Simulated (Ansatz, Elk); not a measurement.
## How far do independent atoms describe Ti2Pt?

Structure refinements treat a crystal as free atoms side by side. For a made-up structure of Ti2Pt (cell and positions from a PBE relaxation) the runs below show what the calculated density changes in F(hkl).

Program: Elk 11.2.3 (patched build). Level of theory: DFT, PBE, all-electron APW+lo, Dirac cores, scalar-relativistic bands, static density, no spin. Results are calculated unless marked as measured.

This account leaves out most program logs.

The structure was built from a prototype and need not be the compound's stable phase.

### Step 1. The structure

The structure is cubic, space group Fm-3m (No. 225). Conventional cell: a = 6.118 Å, b = 6.118 Å, c = 6.118 Å, α = 90.00°, β = 90.00°, γ = 90.00°. Nearest to Pt lie 8 Ti at 2.65 Å. Nearest to Ti lie 4 Pt at 2.65 Å. Farther neighbours are not listed.

Coordinates:

```cif
data_structure
_symmetry_space_group_name_H-M 'P 1'
_symmetry_Int_Tables_number 1
_cell_length_a 4.3264
_cell_length_b 4.3264
_cell_length_c 4.3264
_cell_angle_alpha 60.000
_cell_angle_beta 60.000
_cell_angle_gamma 60.000
_cell_volume 57.26
loop_
_atom_site_label
_atom_site_type_symbol
_atom_site_fract_x
_atom_site_fract_y
_atom_site_fract_z
_atom_site_occupancy
Pt1 Pt 0.00000 0.00000 0.00000 1
Ti2 Ti 0.75000 0.75000 0.75000 1
Ti3 Ti 0.25000 0.25000 0.25000 1
```

### Step 2. Ground state and structure factors

An all-electron density is needed, since X-rays see the cores too. Task 0 finds the density and task 195 Fourier-transforms it; tshift is off so that phases refer to the origin typed.

elk.in reads:

```
tasks
  0
  195

xctype
  20

spinpol
  .false.

rgkmax
  7.0

gmaxvr
  14.0

lmaxo
  7

lmaxapw
  8

swidth
  0.002

tshift
  .false.

ramdisk
  .false.

hmaxvr
  5.5

maxscl
  120

epspot
  1e-06

sppath
  './'

avec
  0.00000000000 5.78104752471 5.78104752471
  5.78104752471 -0.00000000000 5.78104752471
  5.78104752471 5.78104752471 -0.00000000000

atoms
  2
  'Pt.in'
  1
  -0.0000000000 0.0000000000 0.0000000000   0.000000 0.000000 0.000000
  'Ti.in'
  2
  0.7500000000 0.7500000000 0.7500000000   0.000000 0.000000 0.000000
  0.2500000000 0.2500000000 0.2500000000   0.000000 0.000000 0.000000

ngridk
  6 6 6
```

Command:

```bash
$ OMP_NUM_THREADS=4 elk
```

Wall time 9.8 s (4 threads of Intel Xeon 6975P-C (Granite Rapids), shared host); peak memory 0.17 GiB; 23 s of CPU time.

SFACRHO.OUT:

```text

h k l indices transformed by vhmat matrix:
   1.000000000       0.000000000       0.000000000    
   0.000000000       1.000000000       0.000000000    
   0.000000000       0.000000000       1.000000000    

      h      k      l  multipl.   |H|            Re(F)            Im(F)           |F|

      0      0      0      1   0.0000000       122.00000      0.18412556E-16   122.00000    
      1      0      0      8  0.94124777       70.949550      -0.0000000       70.949550    
      1      0      1      6   1.0868593       34.758017      0.50253227E-16   34.758017    
     -1      0      1     12   1.5370512       93.402968      0.18192039E-17   93.402968    
      2      1      2     24   1.8023523       60.352822      -0.0000000       60.352822    
      0      2      0      8   1.8824955       32.457050      0.26184236E-17   32.457050    
      2      0      2      6   2.1737186       81.586229      0.92405468E-17   81.586229    
     -1     -3     -1     24   2.3687549       54.727939      -0.0000000       54.727939    
      1      2      3     24   2.4302913       30.861244      0.41713872E-17   30.861244    
      3      3      2     24   2.6622507       73.676387      0.52368472E-17   73.676387    
     -3      0     -2     24   2.8237433       50.465328      -0.0000000       50.465328    
     -3      0      0      8   2.8237433       50.560402      -0.0000000       50.560402    
      0     -2      2     12   3.0741023       67.854669      0.17755695E-17   67.854669    
     -1      2     -2     48   3.2149732       47.251162      -0.0000000       47.251162    
      0     -3     -3      6   3.2605779       28.169515     -0.11178535E-16   28.169515    
     -1     -4     -1     24   3.2605779       28.272296     -0.15710542E-16   28.272296    
     -3     -4     -1     24   3.4369509       63.389732     -0.64744195E-17   63.389732    
     -3      1      1     24   3.5635065       44.509143      -0.0000000       44.509143
```

Elk indexes on the primitive cell of elk.in and gives |H| = 4π sin θ/λ in inverse bohr. Below, one row stands for each form hkl of the conventional cell (m members, Friedel mates merged), F is for one primitive cell and the density is static (no thermal factor). Free-atom factors are Waasmaier and Kirfel's, and R is Σm||F|−|F'||/Σm|F|.

```
hkl   m  sin θ/λ (Å⁻¹)  abs F, DFT  neutral atoms   diff.
111   8          0.141      70.950         71.014  -0.065
200   6          0.163      34.758         34.866  -0.108
220  12          0.231      93.403         94.025  -0.622
311  24          0.271      60.353         60.734  -0.382
222   8          0.283      32.457         32.542  -0.085
400   6          0.327      81.586         81.728  -0.142
331  24          0.356      54.728         54.715  +0.013
420  24          0.365      30.861         30.914  -0.052
422  24          0.400      73.676         73.581  +0.096
511  24          0.425      50.465         50.420  +0.046
333   8          0.425      50.560         50.420  +0.141
440  12          0.462      67.855         67.697  +0.158
531  48          0.483      47.251         47.129  +0.122
600   6          0.490      28.169         28.209  -0.040
442  24          0.490      28.272         28.209  +0.063
620  24          0.517      63.390         63.250  +0.139
533  24          0.536      44.509         44.493  +0.016
622  24          0.542      26.997         26.991  +0.006
```

### Step 3. The highest occupied states alone

An energy window below the Fermi level keeps the highest occupied states, to see at which angles they scatter; shallow core shells can lie inside it and anion s states outside. No new self-consistency is needed.

elk.in: that of step 2 with these lines changed.

```diff
@@ -1,3 +1,2 @@
 tasks
-  0
   195
@@ -40,2 +39,5 @@
 
+wsfac
+  -0.084130 0.583370
+
 sppath
```

Command:

```bash
$ OMP_NUM_THREADS=4 elk
```

Elapsed: 3.1 s, on 4 threads; peak memory 0.16 GiB; 4.6 s of CPU time.

States within 10 eV below the Fermi level hold 18.00 electrons; any levels below the window count with the cores. Their amplitudes can exceed the total, where window and core parts have opposite phase:

```
hkl  sin θ/λ (Å⁻¹)  abs F, window  abs F, all
111          0.141          5.715      70.950
200          0.163          2.329      34.758
220          0.231          3.411      93.403
311          0.271          1.248      60.353
222          0.283          0.268      32.457
400          0.327          1.337      81.586
331          0.356          0.370      54.728
420          0.365          0.365      30.861
422          0.400          0.551      73.676
511          0.425          0.069      50.465
```

### Step 4. Another functional

The difference from free atoms is small, so it is set against the change that LDA (Perdew-Wang) makes.

elk.in: that of step 3 with these lines changed.

```diff
@@ -1,2 +1,3 @@
 tasks
+  0
   195
@@ -4,3 +5,3 @@
 xctype
-  20
+  3
 
@@ -39,5 +40,2 @@
 
-wsfac
-  -0.084130 0.583370
-
 sppath
```

Command:

```bash
$ OMP_NUM_THREADS=4 elk
```

Wall time 5.7 s (4 threads); peak memory 0.16 GiB.

Against the first run R = 0.01 %; the largest change is -0.033 at 400.

### Step 5. A coarser k-mesh

About half the k-points along each axis test the sampling.

elk.in: that of step 4 with these lines changed.

```diff
@@ -5,3 +5,3 @@
 xctype
-  3
+  20
 
@@ -59,2 +59,2 @@
 ngridk
-  6 6 6
+  3 3 3
```

Command:

```bash
$ OMP_NUM_THREADS=4 elk
```

It took 7.4 s on 4 threads; peak memory 0.17 GiB; 14 s of CPU time.

Against the first run R = 0.01 %; the largest change is +0.022 at 400.

### Step 6. Basis size

The basis and the expansions that go with it are enlarged, to see whether the differences are converged.

elk.in: that of step 5 with these lines changed.

```diff
@@ -11,12 +11,12 @@
 rgkmax
-  7.0
+  8.5
 
 gmaxvr
-  14.0
+  18.0
 
 lmaxo
-  7
+  9
 
 lmaxapw
-  8
+  10
 
@@ -59,2 +59,2 @@
 ngridk
-  3 3 3
+  6 6 6
```

Command:

```bash
$ OMP_NUM_THREADS=4 elk
```

The job ended after 19 s (4 threads; peak memory 0.3 GiB; 42 s of CPU time).

Against the first run R = 0.01 %; the largest change is +0.013 at 220.

### Step 7. Settings against the effect

```
                              run  R against the first run (%)  R against neutral atoms, low angle (%)  wall time
                    PBE, rgkmax 7                         0.00                                    0.51      9.8 s
                LDA (Perdew-Wang)                         0.01                                    0.51      5.7 s
                     k-mesh 3×3×3                         0.01                                    0.50      7.4 s
rgkmax 8.5 with larger expansions                         0.01                                    0.51       19 s
```

### Step 8. Outcome

- R against neutral atoms, sin θ/λ < 0.3 Å⁻¹: 0.51 %
- R against neutral atoms, 0.3 to 0.82 Å⁻¹: 0.18 %

Independent neutral atoms miss the calculated amplitudes by R = 0.51 % below 0.3 Å⁻¹ and 0.18 % from there to 0.82 Å⁻¹; by shells, 0.09 % below 0.15 Å⁻¹ (1 form), 0.59 % 0.15 to 0.3 (4 forms), 0.12 % 0.3 to 0.45 (6 forms), 0.19 % above 0.45 (35 forms). Bonding, aspherical density and the tables' own atoms all enter these figures, and the runs don't part them. The largest change of an amplitude is -0.62 electrons, at 220. The window's part falls from 18.0 electrons at the origin to at most 0.47 between 0.45 and 0.82 Å⁻¹. Below 0.3 Å⁻¹ the changes that finished (LDA (Perdew-Wang), k-mesh 3×3×3 and rgkmax 8.5 with larger expansions) move F by R = 0.01 % at most, against the 0.51 % that separates it from free atoms. These runs have no spin, though d or f shells may be open. Spin-orbit coupling is left out, which can matter for elements this heavy. Part of the difference isn't bonding: the tables are fits to free atoms and ions calculated by other methods than this functional. Thermal motion, anomalous dispersion and extinction are left out.

[Logs are printed without paths, hosts, clocks, repeated set-up lines and the standing remarks that a program may print on its own settings, such as how far it seeks lower states.]

[Hosts, paths, dates, database ids (printed as entryN), source tags and the programs' standing remarks are cut or masked in the printed files.]
